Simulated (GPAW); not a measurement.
# Dielectric function and optical constants of TiC, part 2 of 2

Aim: the dielectric function of TiC, and the optical constants that follow from it. The cell comes from an older database entry, whose edges can differ from later determinations, mostly by under a per cent.

GPAW 26.7.0; DFT, LDA, plane-wave PAW (GPAW data sets), scalar-relativistic, RPA, optical limit.

So far. Step 2 (Ground state): There are states at the Fermi level within the smearing, so the occupations stay smeared and the carriers get a Drude term.

The database entry behind the starting cell differs from later determinations by our own check (0.1 to 0.3 % short, probably kX units), so it need not match the best structure at ambient conditions.

## Step 4: Dielectric function, RPA (continued)

The Im ε, E ∥ x has structure finer than the step of the table below, so its rows give means over 0.5 eV, whole bins alone (the curve runs from 0.305 to 14.0 eV). Peaks (eV: height): 1.49: 21.6, 6.82: 9.73.

Sum at mesh points, not converged in k. Im ε, E ∥ x against photon energy; means over each step:

photon energy (eV), Im ε, E ∥ x and a bar:
```
      1.0       22.8 ##############################
      1.5       20.0 ##########################
      2.0       16.5 #####################
      2.5       14.8 ###################
      3.0       15.3 ####################
      3.5       12.1 ###############
      4.0       12.2 ###############
      4.5       11.2 ##############
      5.0       11.5 ##############
      5.5        9.7 ############
      6.0        7.3 ########
      6.5        7.9 #########
      7.0        7.9 #########
      7.5        4.9 #####
      8.0        5.0 #####
      8.5        4.3 ####
      9.0        4.5 #####
      9.5        3.8 ####
     10.0        2.6 ##
     10.5        2.0 #
     11.0        1.3 
     11.5        1.3 
     12.0        1.5 
     12.5        1.9 #
     13.0        2.4 ##
     13.5        2.3 #
```

Values under 1 per cm are given as 1; sum at mesh points, not converged in k. Absorption coefficient, E ∥ x against photon energy:

| photon energy (eV) | absorption coefficient, E ∥ x (1/cm) |
| --- | --- |
| 0.492 | 3.2e5 |
| 1.010 | 3.4e5 |
| 1.486 | 4.2e5 |
| 1.985 | 4.8e5 |
| 2.508 | 5.5e5 |
| 3.018 | 7.5e5 |
| 3.510 | 8.1e5 |
| 3.980 | 9.1e5 |
| 4.516 | 9.9e5 |
| 4.981 | 1.2e6 |
| 5.515 | 1.4e6 |
| 6.021 | 1.3e6 |
| 6.494 | 1.2e6 |
| 6.985 | 1.8e6 |
| 7.496 | 1.4e6 |
| 8.026 | 1.7e6 |
| 8.516 | 1.5e6 |
| 9.023 | 1.7e6 |
| 9.483 | 1.8e6 |
| 10.026 | 1.8e6 |
| 10.519 | 1.6e6 |
| 11.029 | 1.4e6 |
| 11.479 | 1.1e6 |
| 12.023 | 9.9e5 |
| 12.504 | 1.1e6 |
| 13.000 | 1.4e6 |
| 13.512 | 1.6e6 |

Sum at mesh points, not converged in k. Table of loss function −Im 1/ε at q → 0, E ∥ x by energy loss; read off at these points:

energy loss (eV), loss function −Im 1/ε at q → 0, E ∥ x and a bar:
```
     0.50      0.014 
     1.00      0.050 #
     1.50      0.042 #
     2.00      0.057 ##
     2.50      0.058 ##
     3.00      0.063 ##
     3.50      0.085 ###
     4.00      0.074 ##
     4.50      0.084 ###
     5.00      0.086 ###
     5.50      0.098 ###
     6.00      0.130 #####
     6.50      0.127 #####
     7.00      0.099 ####
     7.50      0.188 #######
     8.00      0.154 ######
     8.50      0.201 ########
     9.00      0.192 #######
     9.50      0.176 #######
    10.00      0.191 #######
    10.50      0.264 ##########
    11.00      0.395 ################
    11.40      0.735 ##############################
    11.50      0.720 #############################
    12.00      0.705 #############################
    12.50      0.494 ####################
    13.00      0.407 ################
    13.50      0.425 #################
    13.77      0.477 ###################
```

The Im ε, E ∥ x has structure finer than the step of the table below, so its rows give means over 0.5 eV, whole bins alone (the curve runs from 0.305 to 14.0 eV). Peaks (eV: height): without local fields 1.49: 21.6, 6.82: 9.61; with local fields 1.49: 21.6, 6.82: 9.73.

Sum at mesh points, not converged in k. The Im ε, E ∥ x by photon energy; means over each step:

| photon energy (eV) | without local fields | with local fields |
| --- | --- | --- |
| 1.0 | 22.8 | 22.8 |
| 1.5 | 20.1 | 20.0 |
| 2.0 | 16.5 | 16.5 |
| 2.5 | 14.8 | 14.8 |
| 3.0 | 15.3 | 15.3 |
| 3.5 | 12.0 | 12.1 |
| 4.0 | 12.1 | 12.2 |
| 4.5 | 11.2 | 11.2 |
| 5.0 | 11.5 | 11.5 |
| 5.5 | 9.69 | 9.67 |
| 6.0 | 7.33 | 7.30 |
| 6.5 | 7.83 | 7.86 |
| 7.0 | 7.76 | 7.92 |
| 7.5 | 4.74 | 4.90 |
| 8.0 | 4.84 | 5.04 |
| 8.5 | 4.18 | 4.34 |
| 9.0 | 4.31 | 4.50 |
| 9.5 | 3.61 | 3.80 |
| 10.0 | 2.52 | 2.63 |
| 10.5 | 1.96 | 1.98 |
| 11.0 | 1.34 | 1.26 |
| 11.5 | 1.43 | 1.29 |
| 12.0 | 1.60 | 1.48 |
| 12.5 | 2.11 | 1.93 |
| 13.0 | 2.79 | 2.45 |
| 13.5 | 2.54 | 2.30 |

The reflectivity at normal incidence, E ∥ x has structure finer than the step of the table below, so its rows give means over 0.5 eV, whole bins alone (the curve runs from 0.305 to 14.0 eV). Peaks (eV: height): 5.47: 47.3, 7.15: 53.5, 8.03: 46.2, 10.03: 53.2, 13.51: 24.9.

Sum at mesh points, not converged in k. Reflectivity at normal incidence, E ∥ x against photon energy; means over each step:

| photon energy (eV) | reflectivity at normal incidence, E ∥ x (%) |
| --- | --- |
| 1.0 | 56.4 |
| 1.5 | 49.5 |
| 2.0 | 46.5 |
| 2.5 | 44.0 |
| 3.0 | 45.9 |
| 3.5 | 42.9 |
| 4.0 | 42.4 |
| 4.5 | 41.5 |
| 5.0 | 44.3 |
| 5.5 | 46.7 |
| 6.0 | 42.1 |
| 6.5 | 38.0 |
| 7.0 | 50.6 |
| 7.5 | 43.2 |
| 8.0 | 43.7 |
| 8.5 | 38.9 |
| 9.0 | 40.5 |
| 9.5 | 46.8 |
| 10.0 | 50.4 |
| 10.5 | 48.5 |
| 11.0 | 45.9 |
| 11.5 | 25.6 |
| 12.0 | 17.0 |
| 12.5 | 15.2 |
| 13.0 | 20.1 |
| 13.5 | 24.1 |

At chosen wavelengths:

| wavelength (nm) | n | k | R (%) | 1/α |
| --- | --- | --- | --- | --- |
| 1550 | 3.61 | 4.654 | 66.3 | 27 nm |
| 800 | 3.75 | 2.786 | 50.5 | 23 nm |
| 633 | 3.28 | 2.446 | 46.0 | 21 nm |
| 532 | 3.15 | 2.278 | 43.8 | 19 nm |
| 450 | 3.31 | 2.369 | 45.3 | 15 nm |
| 248 | 2.48 | 2.340 | 43.6 | 8.4 nm |
| 193 | 1.94 | 1.823 | 35.2 | 8.4 nm |

In reflection the computed colour is light grey: x = 0.316, y = 0.327, luminous reflectivity 45 %.

## Step 5: Summary of results

At this level (LDA, RPA) TiC is a metal. The mesh is too coarse to trust the carriers' weight, the reflectivity or the colour to better than tens of per cent. In reflection the computed colour is light grey: x = 0.316, y = 0.327, luminous reflectivity 45 %. The carriers' damping of 0.05 eV is typed, not computed; it shapes the response at the lowest energies. In this version of GPAW the matrix elements of the optical limit are incomplete, which can lower ε − 1 by up to a tenth where first-row anions or d states rule, and shift it by more in d metals. GPAW's carrier term has the form −ωp²/(ω + i·rate)², which damps like twice the rate and fails at low energy, so the curves leave the lowest energies out. The sum runs over mesh points 0.18 Å⁻¹ apart with no interpolation, so peaks are partly noise of the mesh, and the Drude plasma energy, a sum over the Fermi surface, isn't converged.

[Machine, clock and banner lines and Python warnings are left out of the logs.]

[Logs are printed without paths, hosts, clocks, repeated set-up lines and the standing remarks that a program may print on its own settings, such as how far it seeks lower states.]

[Hosts, paths, dates, database ids (printed as entryN), source tags and the programs' standing remarks are cut or masked in the printed files.]
